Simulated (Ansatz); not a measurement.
## G0W0 on several functionals: Ga2O3 (R-3c)

How much of the starting functional survives in the G0W0 gap of Ga2O3 (R-3c)?

Calculated with Ansatz 0.2.0; G0W0 on several functionals, plane waves, PAW.

This is a report of a sequence of runs, with most program output left out.

In doubt: masses and optical values from hybrid runs of this build are listed as unsure (step 4), which bears on the screening that GW takes from such a start.

## Step 1: The structure

It takes space group R-3c (No. 167, trigonal). Conventional cell: a = 4.997 Å, b = 4.997 Å, c = 13.451 Å, α = 90.00°, β = 90.00°, γ = 120.00°. Nearest to Ga lie 6 O at 1.93 to 2.08 Å. O has 4 Ga at 1.93 to 2.08 Å nearest. Farther neighbours and most contacts between anions are not listed.

The cell and positions are those that the Materials Project relaxed with its own functionals (PBE, PBE+U or r2SCAN), kept fixed. This is not the form that Ga2O3 usually takes at ambient conditions. The default PAW set here is soft_2. Its files were made with PBE.

## Step 2: G0W0 on PBE

G0W0 replaces the xc potential by the self-energy, built once from these orbitals. Only a window of levels is corrected, while the sums run over the empty bands that the input names.

This step: G0W0 on PBE, plane waves, PAW.

input.yaml

```yaml
crystal:
  lattice:
    - [2.4986991939, 1.4426246522, 4.4835497685]
    - [-2.4986991939, 1.4426246522, 4.4835497685]
    - [0.0, -2.8852493044, 4.4835497685]
  atoms:
    - { symbol: Ga, position: [0.85558558, 0.85558558, 0.85558558] }
    - { symbol: Ga, position: [0.64441442, 0.64441442, 0.64441442] }
    - { symbol: Ga, position: [0.14441442, 0.14441442, 0.14441442] }
    - { symbol: Ga, position: [0.35558558, 0.35558558, 0.35558558] }
    - { symbol: O, position: [0.75, 0.44683282, 0.05316718] }
    - { symbol: O, position: [0.44683282, 0.05316718, 0.75] }
    - { symbol: O, position: [0.05316718, 0.75, 0.44683282] }
    - { symbol: O, position: [0.25, 0.55316718, 0.94683282] }
    - { symbol: O, position: [0.94683282, 0.25, 0.55316718] }
    - { symbol: O, position: [0.55316718, 0.94683282, 0.25] }
kpoints:
  mp_grid: { grid: [4, 4, 4] }
hamiltonian:
  xc: pbe
scf:
  occupations: { method: fixed }
gw:
  n_empty_bands: 207
  ecut_chi: 96
  qp_bands: [v3, c3]
  qp_kpoints: band_edges
  screening: { model: contour_deformation }
```

Launch:

```
> ansatz run input.yaml --threads 3 --pin off --max-ram 92160MiB --backend cuda --events-out ev --progress --plain --runs-dir out --devices 1 --max-vram 13GiB  # rebuilt from the run's record
```

Run time: 26 s. Hardware: 1 × NVIDIA H100 80GB HBM3 (shared by 6 runs) with 3 threads of AMD EPYC 7R13 (Zen 3), shared host; peak memory 1.3 GiB; 30 s of CPU time.

This step gave:

| Quantity | Value |
| --- | --- |
| bands summed | 251 |
| RPA ε∞ on this mesh (eigenvalues) | 4.201, 4.334, 4.334 |
| plane waves in the screening matrix | 193 |
| q-points in the mesh | 64 |
| G0W0 gap on the mesh | 4.476 eV |
| k of the valence top | 0, 0, 0.25 |
| k of the conduction bottom | 0, 0, 0 |
| starting gap on the mesh | 2.828 eV |
| Z at the valence top | 0.7722 |
| Z at the conduction bottom | 0.8326 |
| least direct G0W0 gap on the computed points | 4.668 eV |

The gap on the mesh goes from 2.83 eV to 4.48 eV, a correction of +1.65 eV. Between the two edge states, bare exchange in place of the xc potential would open the gap by 10.06 eV, and correlation takes back 8.41 eV.

## Step 3: G0W0 on r2SCAN

One-shot GW remembers its start. Another functional's orbitals and levels show by how much.

This step: G0W0 on r2SCAN, plane waves, PAW.

input.yaml: that of step 2 with these lines changed.

```diff
@@ -19,3 +19,3 @@
 hamiltonian:
-  xc: pbe
+  xc: r2scan
 scf:
```

The job ended after 27 s (1 × NVIDIA H100 80GB HBM3 (shared by 6 runs) with 3 threads; peak memory 1.5 GiB; 41 s of CPU time).

Numbers from this step:

- bands summed: 251
- RPA ε∞ on this mesh (eigenvalues): 3.731, 3.860, 3.860
- plane waves in the screening matrix: 193
- q-points in the mesh: 64
- G0W0 gap on the mesh: 4.873 eV
- k of the valence top: 0, 0, 0.25
- k of the conduction bottom: 0, 0, 0
- starting gap on the mesh: 3.524 eV
- Z at the valence top: 0.7877
- Z at the conduction bottom: 0.8449
- least direct G0W0 gap on the computed points: 5.068 eV

Against the run with 4×4×4 mesh, 207 empty bands, screening to 96 eV on PBE, the gap moves by +0.40 eV, while the start moved by +0.70 eV.

## Step 4: G0W0 on HSE06

This step: G0W0 on HSE06, plane waves, PAW.

input.yaml: that of step 3 with these lines changed.

```diff
@@ -19,3 +19,3 @@
 hamiltonian:
-  xc: r2scan
+  xc: hse06
 scf:
```

Elapsed: 60 s, on 1 × NVIDIA H100 80GB HBM3 (shared by 6 runs) with 3 threads; peak memory 1.9 GiB.

This step gave:

```
bands summed                                 : 251
RPA ε∞ on this mesh (eigenvalues)            : 3.362, 3.467, 3.467
plane waves in the screening matrix          : 193
G0W0 gap on the mesh                         : 5.347 eV
k of the valence top                         : 0, 0, 0.25
k of the conduction bottom                   : 0, 0, 0
starting gap on the mesh                     : 4.599 eV
least direct G0W0 gap on the computed points : 5.542 eV
```

Against the run with 4×4×4 mesh, 207 empty bands, screening to 96 eV on r2SCAN, the gap moves by +0.47 eV, while the start moved by +1.08 eV.

## Step 5: Side by side

All on the 4×4×4 mesh with 207 empty bands and screening to 96 eV. Times are wall times on 1 × NVIDIA H100 80GB HBM3 (shared by 6 runs) with 3 threads of AMD EPYC 7R13 (Zen 3), shared host, good to a factor of about two.

```tsv
start	starting gap (eV)	shift (eV)	G0W0 gap (eV)	RPA ε∞ (harmonic mean)	Z (valence, conduction)	time
PBE	2.83	+1.65	4.48	4.29	0.77, 0.83	26 s
r2SCAN	3.52	+1.35	4.87	3.82	0.79, 0.84	27 s
HSE06	4.60	+0.75	5.35	3.43	0.81, 0.86	60 s
```

The parts of the quasiparticle energy at the two band edges (eV; QP = start + Σx + Σc − Vxc):

```tsv
run	edge	start	Σx	Σc	Vxc	Z	QP
PBE	valence top	9.11	-27.62	4.87	-22.09	0.77	8.46
PBE	conduction bottom	11.94	-13.42	-3.53	-17.95	0.83	12.93
r2SCAN	valence top	8.67	-27.65	4.67	-22.59	0.79	8.29
r2SCAN	conduction bottom	12.20	-12.90	-3.58	-17.44	0.84	13.16
HSE06	valence top	7.87	-27.50	4.39	-23.20	0.81	7.96
HSE06	conduction bottom	12.47	-12.70	-3.51	-17.05	0.86	13.31
```

For a hybrid start, Vxc holds its share of exact exchange.

## Step 6: Results

| Quantity | Value |
| --- | --- |
| G0W0@PBE | 4.48 eV (start 2.83 eV) |
| G0W0@r2SCAN | 4.87 eV (start 3.52 eV) |
| G0W0@HSE06 | 5.35 eV (start 4.60 eV) |
| known limits | not at the basis limit; no spin-orbit coupling |

**Reading.** The starting gaps span 1.77 eV and the G0W0 gaps 0.87 eV. Between PBE and HSE06, 0.87 eV of the 1.77 eV survives, 49 %. HSE06 screens less than PBE (ε∞ 3.43 against 4.29). Of the 0.87 eV by which its G0W0 gap is higher, the correlation part gives +0.51 eV, and exchange with the one-particle terms, which follow the orbitals, +0.36 eV. The smallest correction, +0.75 eV, is on HSE06, the start nearest to reproducing itself. Bands and cutoff are finite, so the gap is not at the basis limit. The miss can reach some tenths of an eV and take either sign; the mesh is an error of its own. The many-body steps are scalar-relativistic: spin-orbit coupling is not in them.

[Paths, hosts, dates, memory and timing lines, banners, echoed tables and standing remarks are left out of the program output.]

[Logs are printed without paths, hosts, clocks, repeated set-up lines and the standing remarks that a program may print on its own settings, such as how far it seeks lower states.]

[Runs of the session that timed out or met a known fault of the program may be left out.]

[Cells called generated may have been cut or substituted from an entry of the Crystallography Open Database or the Materials Project.]

[Hosts, paths, dates, database ids (printed as entryN), source tags and the programs' standing remarks are cut or masked in the printed files.]
